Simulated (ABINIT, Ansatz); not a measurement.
# Rb2NaYF6 (Fm-3m): G0W0 on several meshes in ABINIT, part 2 of 2

Wanted: mesh dependence and cost of G0W0 for Rb2NaYF6 (Fm-3m).

ABINIT 10.8.3; PBEsol and many-body steps on it, plane waves. Known limits of the many-body steps: not at the basis limit; no spin-orbit coupling; coarse k mesh.

So far. Step 4 (2×2×2): The gap on the mesh goes from 6.52 eV to 9.85 eV, a correction of +3.33 eV. Step 5 (Empty states on the mesh, 4×4×4 mesh, 205 bands): On this mesh the gap is 6.522 eV.

## 7. 4×4×4

This step: G0W0 on PBEsol, plane waves, norm-conserving pseudopotentials.

The input, run.abi:

```
acell 3*1.0 Angstrom
rprim 
  -0.000000000000 4.447500000000 4.447500000000
  4.447500000000 -0.000000000000 4.447500000000
  4.447500000000 4.447500000000 -0.000000000000
ntypat 4
znucl 37 11 39 9
natom 10
typat 1 1 2 3 4 4 4 4 4 4
xred 
  0.250000000000 0.250000000000 0.250000000000
  0.750000000000 0.750000000000 0.750000000000
  0.500000000000 0.500000000000 0.500000000000
  0.000000000000 -0.000000000000 -0.000000000000
  0.756000000000 0.244000000000 0.244000000000
  0.244000000000 0.756000000000 0.244000000000
  0.244000000000 0.756000000000 0.756000000000
  0.756000000000 0.244000000000 0.756000000000
  0.244000000000 0.244000000000 0.756000000000
  0.756000000000 0.756000000000 0.244000000000
pp_dirpath "pseudos"
pseudos "Rb.upf, Na.upf, Y.upf, F.upf"
ecut 38
ngkpt 4 4 4
nshiftk 1
shiftk 0 0 0
kptopt 1
chksymbreak 0
istwfk *1
occopt 1
irdwfk 1
optdriver 4
nband 187
gwcalctyp 0
ecutsigx 38
symsigma 1
nkptgw 1
kptgw 
  0.0000000000 0.0000000000 0.0000000000
bdgw 
  38 44
ecuteps 5.2
irdscr 1
ppmodel 1
indata_prefix "in"
outdata_prefix "out"
tmpdata_prefix "tmp"
```

Started as:

```console
$ OMP_NUM_THREADS=1 mpirun -n 8 abinit run.abi > log
```

Numbers of over 12 decimals in the logs are rounded to 6 here.

Output:

```text
.Version 10.8.3 of ABINIT. v10.8.2 released Aug 2026.

 Symmetries : space group Fm -3 m (#225); Bravais cF (face-center cubic)
[... echo of the input left out ...]
== DATASET  1 ==================================================================
-   mpi_nproc: 8, omp_nthreads: 1 (-1 if OMP is not activated)

--- !DatasetInfo
iteration_state: {dtset: 1, }
dimensions: {natom: 10, nkpt: 8, mband: 187, nsppol: 1, nspinor: 1, nspden: 1, mpw: 13326, }
cutoff_energies: {ecut:  38.0, pawecutdg:  -1.0, }
electrons: {nelect:   8.00000000E+01, charge:   0.00000000E+00, occopt:   1.00000000E+00, tsmear:   1.00000000E-02, }

 SIGMA: Calculation of the GW corrections

 Based on a program developped by R.W. Godby, V. Olevano, G. Onida, and L. Reining.
 Incorporated in ABINIT by V. Olevano, G.-M. Rignanese, and M. Torrent.
.Using double precision arithmetic ; gwpc =  8

[... cell and pseudopotentials left out ...]
--------------------------------------------------------------------------------

 ==== K-mesh for the wavefunctions ====
 Number of points in the irreducible wedge :     8
[... list of points left out ...]
 Together with 48 symmetry operations and time-reversal symmetry
 yields    64 points in the full Brillouin Zone.

 ==== Q-mesh for screening function ====
 Number of points in the irreducible wedge :     8
[... list of points left out ...]
 Together with 48 symmetry operations and time-reversal symmetry
 yields    64 points in the full Brillouin Zone.

 vcoul_init : cutoff-mode = AUXILIARY_FUNCTION
 q-points for optical limit:   1
     1)      0.000010    0.000020    0.000030
 setmesh: FFT mesh size selected  =    72x   72x   72
          total number of points  =       373248

 Number of electrons calculated from density =   80.0000; Expected =   80.0000
[...]
number of q-points in BZ                           64
 number of frequencies for dSigma/dE                 9
 frequency step for dSigma/dE [eV]                0.25
 number of omega for Sigma on real axis              0
 max omega for Sigma on real axis  [eV]           0.00
 zcut for avoiding poles [eV]                     0.10

 EPSILON^-1 parameters (SCR file):
 dimension of the eps^-1 matrix on file            645
 dimension of the eps^-1 matrix used               645
 number of plane-waves for wavefunctions         13323
 number of bands                                   187
 number of q-points in IBZ                           8
 number of frequencies                               2
 number of real frequencies                          1
 number of imag frequencies                          1

 matrix elements of self-energy operator (all in [eV])

 Perturbative Calculation

--- !SelfEnergy_ee
iteration_state: {dtset: 1, }
kpoint     : [   0.000,    0.000,    0.000, ]
spin       : 1
KS_gap     :    6.522
QP_gap     :    9.990
Delta_QP_KS:    3.469
data: !SigmaeeData |
     Band     E0 <VxcDFT>   SigX SigC(E0)      Z dSigC/dE  Sig(E)    E-E0       E
       38  -1.244 -22.128 -29.940   5.258   0.802  -0.247 -24.176  -2.048  -3.291
       39  -1.244 -22.128 -29.940   5.258   0.802  -0.247 -24.176  -2.048  -3.291
       40  -1.244 -22.128 -29.940   5.258   0.802  -0.247 -24.176  -2.048  -3.291
       41   5.278  -8.624  -4.335  -2.702   0.895  -0.118  -7.204   1.421   6.699
       42   7.080 -13.543  -7.585  -2.872   0.872  -0.146 -10.852   2.691   9.772
       43   7.080 -13.543  -7.585  -2.872   0.872  -0.146 -10.852   2.691   9.772
       44   7.080 -13.543  -7.585  -2.872   0.872  -0.146 -10.852   2.691   9.772

== END DATASET(S) ==============================================================
================================================================================

 -outvars: echo values of variables after computation  --------
           etotal      0.0000000000E+00
            nband         187
             nkpt           8
          spgroup         225
 [... the other variables as echoed above ...]

 Calculation completed.
```

It took 45 s on 8 MPI ranks of Intel Xeon Platinum 8259CL at 2.50GHz (Skylake/Cascade Lake), shared host; peak memory 7 GiB.

This step gave:

| Quantity | Value |
| --- | --- |
| G0W0 gap on the points computed | 9.99 eV |
| starting gap on the mesh | 6.522 eV |
| k of the valence top | 0, 0, 0 |
| k of the conduction bottom | 0, 0, 0 |
| Z at the valence top | 0.802 |
| Z at the conduction bottom | 0.895 |
| least direct G0W0 gap on the computed points | 9.99 eV |

Against G0W0 in ABINIT (2×2×2 mesh, 187 bands, screening to 141.5 eV, Godby-Needs plasmon pole), the gap moves by +0.140 eV.

## 8. The runs together

Times are wall times on 8 MPI ranks of Intel Xeon Platinum 8259CL at 2.50GHz (Skylake/Cascade Lake), shared host, good to a factor of about two. A run's time includes the screening step that it read.

```csv
run,mesh,bands,screening cutoff (eV),DFT gap (eV),gap on the mesh (eV),direct (eV),ε∞ used,time
2×2×2,2×2×2,187,141.5,6.522,9.850,9.850,2.05,1.8 min
4×4×4,4×4×4,187,141.5,6.522,9.990,9.990,2.04,12 min
```

## 9. Summary of results

```json
{
 "2×2×2": "9.850 eV",
 "4×4×4": "9.990 eV",
 "known limits": "not at the basis limit; no spin-orbit coupling; coarse k mesh"
}
```

In words: 4×4×4: +0.140 eV against 2×2×2. Bands and cutoff are finite, so the gap is not at the basis limit. The miss can reach some tenths of an eV and take either sign; the mesh is an error of its own. In the G0W0 runs levels were corrected at 1 k point alone, so a gap called «on the mesh» is the least over those, and an edge elsewhere would be missed. The 2×2×2 mesh is coarse for this cell, which bears on the long-range parts of exchange and screening. The many-body steps are scalar-relativistic: spin-orbit coupling is not in them.

[Paths, hosts, dates, memory and timing lines, banners, echoed tables and standing remarks are left out of the program output.]

[Logs are printed without paths, hosts, clocks, repeated set-up lines and the standing remarks that a program may print on its own settings, such as how far it seeks lower states.]

[Runs of the session that timed out or met a known fault of the program may be left out.]

[Hosts, paths, dates, database ids (printed as entryN), source tags and the programs' standing remarks are cut or masked in the printed files.]

[G0W0 gaps are taken among the corrected bands and points alone; a level outside them can change the order at an edge.]

[Where Ansatz stands beside ABINIT at settings called matched, ABINIT's density can come from a denser mesh and the files from another edition; pairs whose starting gaps differed by over 0.03 eV were left out, so agreement reads better than it is.]
